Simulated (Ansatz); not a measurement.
# Y on Ti(0001): change of the work function, part 2 of 3

Aim: the work function of Ti(0001) at several coverages of Y (fcc site), and the dipole that each adsorbate carries.

Ansatz 0.2.0; plane-wave DFT, PBE, Ansatz PAW.

So far, work function, upper face (eV): step 2 (the clean slab) 4.37.

**3. The covered slab, k-mesh 4×4×1, coverage 0.111 ML**

System of this step: Y/Ti(0001). The cell holds 37 atoms: 36 Ti and 1 Y. Cell: a = 8.850 Å, b = 8.850 Å, c = 28.099 Å, α = 90.0°, β = 90.0°, γ = 60.0°. Vacuum lies along c.

The clean slab as it ended is repeated in the plane and the adsorbate is set on one face; the cell's size fixes the coverage, and the k-mesh shrinks with it to keep the sampling density about even. Adsorbate and upper layers relax, since the dipole depends on the height.

input.yaml reads:

```yaml
crystal:
  lattice:
    - [8.8500000001, 0.0, 0.0]
    - [4.425, 7.6643248235, 0.0]
    - [0.0, 0.0, 28.0985718138]
  atoms:
    - { symbol: Ti, position: [0.2222222222, 0.2222222222, 0.3203009768] }
    - { symbol: Ti, position: [0.0, 0.0, 0.4036610855] }
    - { symbol: Ti, position: [0.2222222222, 0.2222222222, 0.4894413817] }
    - { symbol: Ti, position: [0.0, 0.0, 0.5666223459] }
    - { symbol: Ti, position: [0.2222222222, 0.5555555556, 0.3203009768] }
    - { symbol: Ti, position: [0.0, 0.3333333333, 0.4036610855] }
    - { symbol: Ti, position: [0.2222222222, 0.5555555556, 0.4894413817] }
    - { symbol: Ti, position: [0.0, 0.3333333333, 0.5666223459] }
    - { symbol: Ti, position: [0.2222222222, 0.8888888889, 0.3203009768] }
    - { symbol: Ti, position: [0.0, 0.6666666667, 0.4036610855] }
    - { symbol: Ti, position: [0.2222222222, 0.8888888889, 0.4894413817] }
    - { symbol: Ti, position: [0.0, 0.6666666667, 0.5666223459] }
    - { symbol: Ti, position: [0.5555555556, 0.2222222222, 0.3203009768] }
    - { symbol: Ti, position: [0.3333333333, 0.0, 0.4036610855] }
    - { symbol: Ti, position: [0.5555555556, 0.2222222222, 0.4894413817] }
    - { symbol: Ti, position: [0.3333333333, 0.0, 0.5666223459] }
    - { symbol: Ti, position: [0.5555555556, 0.5555555556, 0.3203009768] }
    - { symbol: Ti, position: [0.3333333333, 0.3333333333, 0.4036610855] }
    - { symbol: Ti, position: [0.5555555556, 0.5555555556, 0.4894413817] }
    - { symbol: Ti, position: [0.3333333333, 0.3333333333, 0.5666223459] }
    - { symbol: Ti, position: [0.5555555556, 0.8888888889, 0.3203009768] }
    - { symbol: Ti, position: [0.3333333333, 0.6666666667, 0.4036610855] }
    - { symbol: Ti, position: [0.5555555556, 0.8888888889, 0.4894413817] }
    - { symbol: Ti, position: [0.3333333333, 0.6666666667, 0.5666223459] }
    - { symbol: Ti, position: [0.8888888889, 0.2222222222, 0.3203009768] }
    - { symbol: Ti, position: [0.6666666667, 0.0, 0.4036610855] }
    - { symbol: Ti, position: [0.8888888889, 0.2222222222, 0.4894413817] }
    - { symbol: Ti, position: [0.6666666667, 0.0, 0.5666223459] }
    - { symbol: Ti, position: [0.8888888889, 0.5555555556, 0.3203009768] }
    - { symbol: Ti, position: [0.6666666667, 0.3333333333, 0.4036610855] }
    - { symbol: Ti, position: [0.8888888889, 0.5555555556, 0.4894413817] }
    - { symbol: Ti, position: [0.6666666667, 0.3333333333, 0.5666223459] }
    - { symbol: Ti, position: [0.8888888889, 0.8888888889, 0.3203009768] }
    - { symbol: Ti, position: [0.6666666667, 0.6666666667, 0.4036610855] }
    - { symbol: Ti, position: [0.8888888889, 0.8888888889, 0.4894413817] }
    - { symbol: Ti, position: [0.6666666667, 0.6666666667, 0.5666223459] }
    - { symbol: "Y", position: [0.1111111111, 0.1111111111, 0.6796990232] }
kpoints:
  mp_grid: { grid: [4, 4, 1] }
hamiltonian:
  xc: pbe
scf:
  occupations: { method: fermi_dirac, width: 0.1 }
  convergence: { dr2_threshold: 1.0e-08 }
efield:
  axis: 3
  dipole_correction: true
  ramp_position: 0.97
  ramp_width: 0.06
relax:
  f_tol: 0.02
  max_steps: 60
  constraints:
    - { sites: [0, 1, 4, 5, 8, 9, 12, 13, 16, 17, 20, 21, 24, 25, 28, 29, 32, 33] }
output:
  write_potential: true
  write_density: true
  volumetric_format: npy
```

On the command line:

```console
> ansatz run input.yaml --threads 4 --pin off --max-ram 16384MiB --backend cpu --events-out ev --progress --plain --runs-dir out
```

Numbers of over 12 decimals in the logs are rounded to 6 here.

Log:

```text
[...]
Crystal: 37 atoms, lattice volume = 1905.906 Å³
Basis set: ecut = 420 eV, 37287 PW (Γ), exchange–correlation on 120×120×384 points (8 copies of the dense FFT grid, shifted against one another)
Bands: 266, of which v1, the nominal top of the filled ones, is band 222 counted from 1 (221 counted from 0)
Symmetry: 6 space group operations
[...]
k-points: 4 of 16 (time reversal used)
[...]
SCF iter   1: F=—  HF=-93819.559618 eV  |F-HF|=—  |Δ(HF+E_count)|=         —  Δρ=6.42e-3  dr2=1.15e1  ethr=1.77e-3  p=0.431 e·Å  D=4.09e-2 V/Å  ΔV_dip=-1.15 eV  dr2_dipole=4.08e0  V_vac-E_F(+/−)=2.96/4.11 eV  ⟨swp⟩=10.0  Hψ=5352  notcnv=0
[...]
SCF iter  11: F=-93819.470164 eV  HF=-93819.470164 eV  |F-HF|=7.57e-10  |Δ(HF+E_count)|=   1.37e-8  Δρ=1.93e-7  dr2=2.17e-9  ethr=2.26e-12  p=0.589 e·Å  D=5.59e-2 V/Å  ΔV_dip=-1.57 eV  dr2_dipole=2.56e-10  V_vac-E_F(+/−)=2.84/4.41 eV  ⟨swp⟩=12.2  Hψ=6525  notcnv=0
SCF 1 converged in 11 iterations: F = -93819.470164 eV  dr2 = 2.17e-9
[...]
relax step   1: F+E_penalty+E_count = -93819.47016394 eV  Δ(F+E_penalty+E_count) = +0.000e0 eV  max|allowed force component| = 2.274e0 eV/Å  Δτ_max = 0.0000 Å  (11 SCF iters, accepted)
[...]
SCF iter   1: F=—  HF=-93820.067113 eV  |F-HF|=—  |Δ(HF+E_count)|=         —  Δρ=3.59e-3  dr2=1.63e0  ethr=3.27e-4  p=0.589 e·Å  D=5.59e-2 V/Å  ΔV_dip=-1.57 eV  dr2_dipole=2.23e-1  V_vac-E_F(+/−)=2.85/4.42 eV  ⟨swp⟩=2.0  Hψ=3037  notcnv=0
[...]
eigensolver tolerance schedule calibrated: the retry pair's looser diagonalisation under-reported the residual by θ = 0.11 (0.11/decade); ethr = c·dr2/N_el runs at the constant in force after the calibration composes with the one it found (an armed cap, an earlier calibration), c = 8.2e-2
[...]
SCF iter   2: F=—  HF=-93819.987706 eV  |F-HF|=—  |Δ(HF+E_count)|=   7.94e-2  Δρ=1.48e-3  dr2=1.68e-1  ethr=3.01e-4  p=0.599 e·Å  D=5.69e-2 V/Å  ΔV_dip=-1.60 eV  dr2_dipole=1.12e-2  V_vac-E_F(+/−)=2.81/4.41 eV  ⟨swp⟩=3.2  Hψ=1509  notcnv=0
[...]
SCF iter  10: F=-93819.982979 eV  HF=-93819.982979 eV  |F-HF|=1.96e-9  |Δ(HF+E_count)|=   2.95e-7  Δρ=2.26e-7  dr2=1.45e-9  ethr=1.85e-12  p=0.597 e·Å  D=5.67e-2 V/Å  ΔV_dip=-1.59 eV  dr2_dipole=1.13e-11  V_vac-E_F(+/−)=2.82/4.41 eV  ⟨swp⟩=33.2  Hψ=13021  notcnv=0
SCF 2 converged in 10 iterations: F = -93819.982979 eV  dr2 = 1.45e-9
[...]
relax step   2: F+E_penalty+E_count = -93819.98297949 eV  Δ(F+E_penalty+E_count) = -5.128e-1 eV  max|allowed force component| = 2.137e0 eV/Å  Δτ_max = 0.1906 Å  (10 SCF iters, accepted)
[...]
SCF iter   9: F=-93820.398906 eV  HF=-93820.398906 eV  |F-HF|=3.54e-8  |Δ(HF+E_count)|=   1.85e-7  Δρ=6.22e-7  dr2=9.53e-9  ethr=2.26e-12  p=0.576 e·Å  D=5.47e-2 V/Å  ΔV_dip=-1.54 eV  dr2_dipole=8.83e-10  V_vac-E_F(+/−)=2.87/4.41 eV  ⟨swp⟩=19.8  Hψ=12188  notcnv=0
SCF 3 converged in 9 iterations: F = -93820.398906 eV  dr2 = 9.53e-9
[...]
relax step   3: F+E_penalty+E_count = -93820.39890611 eV  Δ(F+E_penalty+E_count) = -4.159e-1 eV  max|allowed force component| = 1.571e0 eV/Å  Δτ_max = 0.1960 Å  (9 SCF iters, accepted)
[...]
relax step   4: F+E_penalty+E_count = -93820.66386579 eV  Δ(F+E_penalty+E_count) = -2.650e-1 eV  max|allowed force component| = 7.176e-1 eV/Å  Δτ_max = 0.1950 Å  (9 SCF iters, accepted)
[...]
relax step   5: F+E_penalty+E_count = -93820.79230446 eV  Δ(F+E_penalty+E_count) = -1.284e-1 eV  max|allowed force component| = 5.675e-1 eV/Å  Δτ_max = 0.1590 Å  (11 SCF iters, accepted)
[...]
relax step   6: F+E_penalty+E_count = -93820.83458115 eV  Δ(F+E_penalty+E_count) = -4.228e-2 eV  max|allowed force component| = 3.006e-1 eV/Å  Δτ_max = 0.1714 Å  (11 SCF iters, accepted)
[...]
relax step   7: F+E_penalty+E_count = -93820.84706096 eV  Δ(F+E_penalty+E_count) = -1.248e-2 eV  max|allowed force component| = 2.394e-2 eV/Å  Δτ_max = 0.0665 Å  (9 SCF iters, accepted)
SCF iter   1: F=—  HF=-93820.846467 eV  |F-HF|=—  |Δ(HF+E_count)|=         —  Δρ=2.20e-4  dr2=1.22e-2  ethr=1.50e-5  p=0.503 e·Å  D=4.77e-2 V/Å  ΔV_dip=-1.34 eV  dr2_dipole=3.09e-3  V_vac-E_F(+/−)=3.07/4.41 eV  ⟨swp⟩=2.5  Hψ=1334  notcnv=0
[...]
SCF iter   7: F=-93820.847160 eV  HF=-93820.847160 eV  |F-HF|=7.80e-9  |Δ(HF+E_count)|=   4.51e-8  Δρ=3.73e-7  dr2=5.51e-9  ethr=2.26e-12  p=0.502 e·Å  D=4.76e-2 V/Å  ΔV_dip=-1.34 eV  dr2_dipole=2.58e-10  V_vac-E_F(+/−)=3.08/4.41 eV  ⟨swp⟩=11.8  Hψ=7658  notcnv=0
SCF 8 converged in 7 iterations: F = -93820.847160 eV  dr2 = 5.51e-9
relax step   8: F+E_penalty+E_count = -93820.84716000 eV  Δ(F+E_penalty+E_count) = -9.905e-5 eV  max|allowed force component| = 5.463e-3 eV/Å  Δτ_max = 0.0036 Å  (7 SCF iters, accepted)
NSCF: frozen V_eff on 4 k-points
[...]
WARN: The output density's exchange-correlation potential varies sharply where the density is thin. Do not read a vacuum level from v_tot or v_xc, or from such a field of the output density. On a cell that repeats whose density bears no net charge and no dipole along the vacuum's axis use v_es (v_loc + v_h of the components); under efield.dipole_correction with no amplitude use v_es + v_field, which holds any externa [...]
SCF converged after 7 iterations
Free energy (F): -93820.847160 eV
[...]
Internal energy: -93818.652867 eV  (E = F + TS)
E sigma→0 (E₀):  -93819.750014 eV
Entropy (-TS):   -2.194293 eV (-59.305 meV/atom)
Fermi energy:    2.213492 eV
Dipole field:    D = 0.047626 V/Å  (p = 0.501634 e·Å, saw-weighted, corrected)
Work function:   Φ+ = 3.0758 eV   Φ− = 4.4140 eV
[...]
--- Forces (eV/Å), atoms counted from 1 ---
  atom   1  Ti    -0.02287085    -0.01320449     0.55179455
  atom   2  Ti    -0.04027790    -0.02325445    -0.70281684
  atom   3  Ti    -0.00021848    -0.00012614     0.00078804
  atom   4  Ti    -0.00049499    -0.00028578    -0.00433726
  atom   5  Ti    -0.00835189     0.00482197     0.62994959
  atom   6  Ti    -0.00000000     0.04650891    -0.70281684
  atom   7  Ti    -0.00341416     0.00197117    -0.00220095
  atom   8  Ti    -0.00000000     0.00057157    -0.00433726
  atom   9  Ti    -0.00000000     0.02640899     0.55179455
  atom  10  Ti     0.07996302    -0.04616667    -0.48349811
  atom  11  Ti    -0.00000000     0.00025228     0.00078804
  atom  12  Ti    -0.00034689     0.00020028     0.00008087
  atom  13  Ti     0.00000000    -0.00964393     0.62994959
  atom  14  Ti     0.04027790    -0.02325445    -0.70281684
  atom  15  Ti     0.00000000    -0.00394233    -0.00220095
  atom  16  Ti     0.00049499    -0.00028578    -0.00433726
  atom  17  Ti     0.00835189     0.00482197     0.62994959
  atom  18  Ti     0.09909940     0.05721506    -0.57824562
  atom  19  Ti     0.00341416     0.00197117    -0.00220095
  atom  20  Ti     0.00008838     0.00005103     0.00033839
  atom  21  Ti    -0.01278887     0.00738365     0.58636161
  atom  22  Ti     0.00000000    -0.11443012    -0.57824562
  atom  23  Ti    -0.00473100     0.00273144     0.00032803
  atom  24  Ti     0.00000000    -0.00010206     0.00033839
  atom  25  Ti     0.02287085    -0.01320449     0.55179455
  atom  26  Ti    -0.00000000     0.09233334    -0.48349811
  atom  27  Ti     0.00021848    -0.00012614     0.00078804
  atom  28  Ti     0.00000000    -0.00040055     0.00008087
  atom  29  Ti     0.00000000    -0.01476731     0.58636161
  atom  30  Ti    -0.09909940     0.05721506    -0.57824562
  atom  31  Ti     0.00000000    -0.00546289     0.00032803
  atom  32  Ti    -0.00008838     0.00005103     0.00033839
  atom  33  Ti     0.01278887     0.00738365     0.58636161
  atom  34  Ti    -0.07996302    -0.04616667    -0.48349811
  atom  35  Ti     0.00473100     0.00273144     0.00032803
  atom  36  Ti     0.00034689     0.00020028     0.00008087
  atom  37  Y      0.00000000    -0.00000000     0.00436971
  max |Σ_I F_I| component: 3.38e-6 eV/Å
--- Band table (eV) ---
  k-point 0: bands = [... 218 lower, 2.2087, 2.2087, 2.2513, 2.2685, 2.2685, 2.2838, 2.2838, 2.3086, ... 40 higher]
  k-point 1: bands = [... 218 lower, 2.1137, 2.1684, 2.1686, 2.2089, 2.2408, 2.2725, 2.2782, 2.3318, ... 40 higher]
  k-point 2: bands = [... 218 lower, 2.1472, 2.1947, 2.2002, 2.2259, 2.2288, 2.2676, 2.3133, 2.3627, ... 40 higher]
  k-point 3: bands = [... 218 lower, 2.1185, 2.1678, 2.1847, 2.2117, 2.2427, 2.2613, 2.2887, 2.3724, ... 40 higher]
--- Relaxed structure (8 steps of the walk, 8 accepted, 0 SCFs on fresh bases) ---
  F+E_penalty+E_count = -93820.84716000 eV   max|allowed force component| = 5.463e-3 eV/Å
  atoms:
    - { symbol: Ti, position: [0.222222, 0.222222, 0.3203009768] }
    - { symbol: Ti, position: [1.111110140331376e-11, 1.1111101403313758e-11, 0.4036610855] }
    - { symbol: Ti, position: [0.224623, 0.224623, 0.485907] }
    - { symbol: Ti, position: [0.0031331, 0.0031331, 0.561943] }
    - { symbol: Ti, position: [0.222222, 0.555556, 0.3203009768] }
    - { symbol: Ti, position: [1.1111139786024182e-11, 0.333333, 0.4036610855] }
    - { symbol: Ti, position: [0.220718, 0.556308, 0.492566] }
    - { symbol: Ti, position: [0.0031331, 0.327067, 0.561943] }
    - { symbol: Ti, position: [0.222222, 0.888889, 0.3203009768] }
    - { symbol: Ti, position: [-2.2222224060897133e-11, 0.666667, 0.4036610855] }
    - { symbol: Ti, position: [0.224623, 0.884087, 0.485907] }
    - { symbol: Ti, position: [-0.00341265, 0.668373, 0.570152] }
    - { symbol: Ti, position: [0.555556, 0.222222, 0.3203009768] }
    - { symbol: Ti, position: [0.333333, 1.1111101403313757e-11, 0.4036610855] }
    - { symbol: Ti, position: [0.556308, 0.220718, 0.492566] }
    - { symbol: Ti, position: [0.327067, 0.0031331, 0.561943] }
    - { symbol: Ti, position: [0.555556, 0.555556, 0.3203009768] }
    - { symbol: Ti, position: [0.333333, 0.333333, 0.4036610855] }
    - { symbol: Ti, position: [0.556308, 0.556308, 0.492566] }
    - { symbol: Ti, position: [0.325025, 0.325025, 0.570118] }
    - { symbol: Ti, position: [0.555556, 0.888889, 0.3203009768] }
    - { symbol: Ti, position: [0.333333, 0.666667, 0.4036610855] }
    - { symbol: Ti, position: [0.562164, 0.885585, 0.488846] }
    - { symbol: Ti, position: [0.325025, 0.683283, 0.570118] }
    - { symbol: Ti, position: [0.888889, 0.222222, 0.3203009768] }
    - { symbol: Ti, position: [0.666667, -2.222223468803194e-11, 0.4036610855] }
    - { symbol: Ti, position: [0.884087, 0.224623, 0.485907] }
    - { symbol: Ti, position: [0.668373, -0.00341265, 0.570152] }
    - { symbol: Ti, position: [0.888889, 0.555556, 0.3203009768] }
    - { symbol: Ti, position: [0.666667, 0.333333, 0.4036610855] }
    - { symbol: Ti, position: [0.885585, 0.562164, 0.488846] }
    - { symbol: Ti, position: [0.683283, 0.325025, 0.570118] }
    - { symbol: Ti, position: [0.888889, 0.888889, 0.3203009768] }
    - { symbol: Ti, position: [0.666667, 0.666667, 0.4036610855] }
    - { symbol: Ti, position: [0.885585, 0.885585, 0.488846] }
    - { symbol: Ti, position: [0.668373, 0.668373, 0.570152] }
    - { symbol: Y, position: [0.111111, 0.111111, 0.649485] }
```

The job ended after 19 min (4 threads of Arm Neoverse V1, shared host; peak memory 8.3 GiB; 55 min of CPU time).

The steps of the relaxation:

```csv
step,energy less that of the first step (eV),largest force component (eV/Å)
1,0.0000,2.2740
2,-0.5128,2.1375
3,-0.9287,1.5713
4,-1.1937,0.7176
5,-1.3221,0.5675
6,-1.3644,0.3006
7,-1.3769,0.0239
8,-1.3770,0.0055
```

The run keeps the 6 symmetry operations that it works with, so distortions that break them were not tested.

The atoms that moved most (Å):

| atom | dx | dy | dz | length |
| --- | --- | --- | --- | --- |
| Y37 | 0.000 | 0.000 | -0.849 | 0.849 |
| Ti20 | -0.110 | -0.064 | 0.098 | 0.161 |
| Ti32 | 0.110 | -0.064 | 0.098 | 0.161 |
| Ti24 | 0.000 | 0.127 | 0.098 | 0.161 |
| Ti8 | 0.000 | -0.048 | -0.131 | 0.140 |
| Ti16 | -0.042 | 0.024 | -0.131 | 0.140 |
| Ti4 | 0.042 | 0.024 | -0.131 | 0.140 |
| Ti11 | 0.000 | -0.037 | -0.099 | 0.106 |

Final coordinates:

```cif
data_structure
_symmetry_space_group_name_H-M 'P 1'
_symmetry_Int_Tables_number 1
_cell_length_a 8.8500
_cell_length_b 8.8500
_cell_length_c 28.0986
_cell_angle_alpha 90.000
_cell_angle_beta 90.000
_cell_angle_gamma 60.000
_cell_volume 1905.91
loop_
_atom_site_label
_atom_site_type_symbol
_atom_site_fract_x
_atom_site_fract_y
_atom_site_fract_z
_atom_site_occupancy
Ti1 Ti 0.22222 0.22222 0.32030 1
Ti2 Ti 0.00000 0.00000 0.40366 1
Ti3 Ti 0.22462 0.22462 0.48591 1
Ti4 Ti 0.00313 0.00313 0.56194 1
Ti5 Ti 0.22222 0.55556 0.32030 1
Ti6 Ti 0.00000 0.33333 0.40366 1
Ti7 Ti 0.22072 0.55631 0.49257 1
Ti8 Ti 0.00313 0.32707 0.56194 1
Ti9 Ti 0.22222 0.88889 0.32030 1
Ti10 Ti 0.00000 0.66667 0.40366 1
Ti11 Ti 0.22462 0.88409 0.48591 1
Ti12 Ti 0.99659 0.66837 0.57015 1
Ti13 Ti 0.55556 0.22222 0.32030 1
Ti14 Ti 0.33333 0.00000 0.40366 1
Ti15 Ti 0.55631 0.22072 0.49257 1
Ti16 Ti 0.32707 0.00313 0.56194 1
Ti17 Ti 0.55556 0.55556 0.32030 1
Ti18 Ti 0.33333 0.33333 0.40366 1
Ti19 Ti 0.55631 0.55631 0.49257 1
Ti20 Ti 0.32503 0.32503 0.57012 1
Ti21 Ti 0.55556 0.88889 0.32030 1
Ti22 Ti 0.33333 0.66667 0.40366 1
Ti23 Ti 0.56216 0.88558 0.48885 1
Ti24 Ti 0.32503 0.68328 0.57012 1
Ti25 Ti 0.88889 0.22222 0.32030 1
Ti26 Ti 0.66667 0.00000 0.40366 1
Ti27 Ti 0.88409 0.22462 0.48591 1
Ti28 Ti 0.66837 0.99659 0.57015 1
Ti29 Ti 0.88889 0.55556 0.32030 1
Ti30 Ti 0.66667 0.33333 0.40366 1
Ti31 Ti 0.88558 0.56216 0.48885 1
Ti32 Ti 0.68328 0.32503 0.57012 1
Ti33 Ti 0.88889 0.88889 0.32030 1
Ti34 Ti 0.66667 0.66667 0.40366 1
Ti35 Ti 0.88558 0.88558 0.48885 1
Ti36 Ti 0.66837 0.66837 0.57015 1
Y37 Y 0.11111 0.11111 0.64948 1
```

Numbers from this step:

| Item | Value |
| --- | --- |
| energy at zero smearing | -93819.7500 eV |
| work function, upper face | 3.076 eV |
| work function, lower face | 4.414 eV |
| dipole along the normal | 0.5016 e·Å |
| step between the vacuum levels | -1.338 eV |

Running mean over 2.342 Å of the planar mean; the ramp of the sawtooth is left out. Table of electron's electrostatic potential energy less the Fermi level by z:

```
z (Å)  electron's electrostatic potential energy less the Fermi level (eV)
    4                                                                 4.41
    5                                                                 4.39
    6                                                                 4.23
    7                                                                 2.89
    8                                                                -3.13
    9                                                                -6.73
   10                                                                -6.59
   11                                                                -6.58
   12                                                                -6.42
   13                                                                -6.35
   14                                                                -6.89
   15                                                                -7.43
   16                                                                -6.69
   17                                                                -3.43
   18                                                                0.995
   19                                                                 1.88
   20                                                                 2.75
   21                                                                 3.03
   22                                                                 3.07
   23                                                                 3.08
   24                                                                 3.08
   25                                                                 3.08
```

The relaxation took 8 steps and lowered the energy by 1.4 eV; the largest force on the free atoms ends at 0.0055 eV/Å.

The covered face has 3.08 eV, -1.30 eV against the clean one; the bare back face has moved by -0.01 eV, a measure of how thin the slab is.

(Continued in part 3 of 3.)

[Logs are printed without paths, hosts, clocks, repeated set-up lines and the standing remarks that a program may print on its own settings, such as how far it seeks lower states.]

[Hosts, paths, dates, database ids (printed as entryN), source tags and the programs' standing remarks are cut or masked in the printed files.]

[Maps of the electrostatic potential energy from Ansatz leave out the sawtooth potential of an applied field or a dipole correction, so their vacuum need not be flat; planar profiles and work functions include it.]
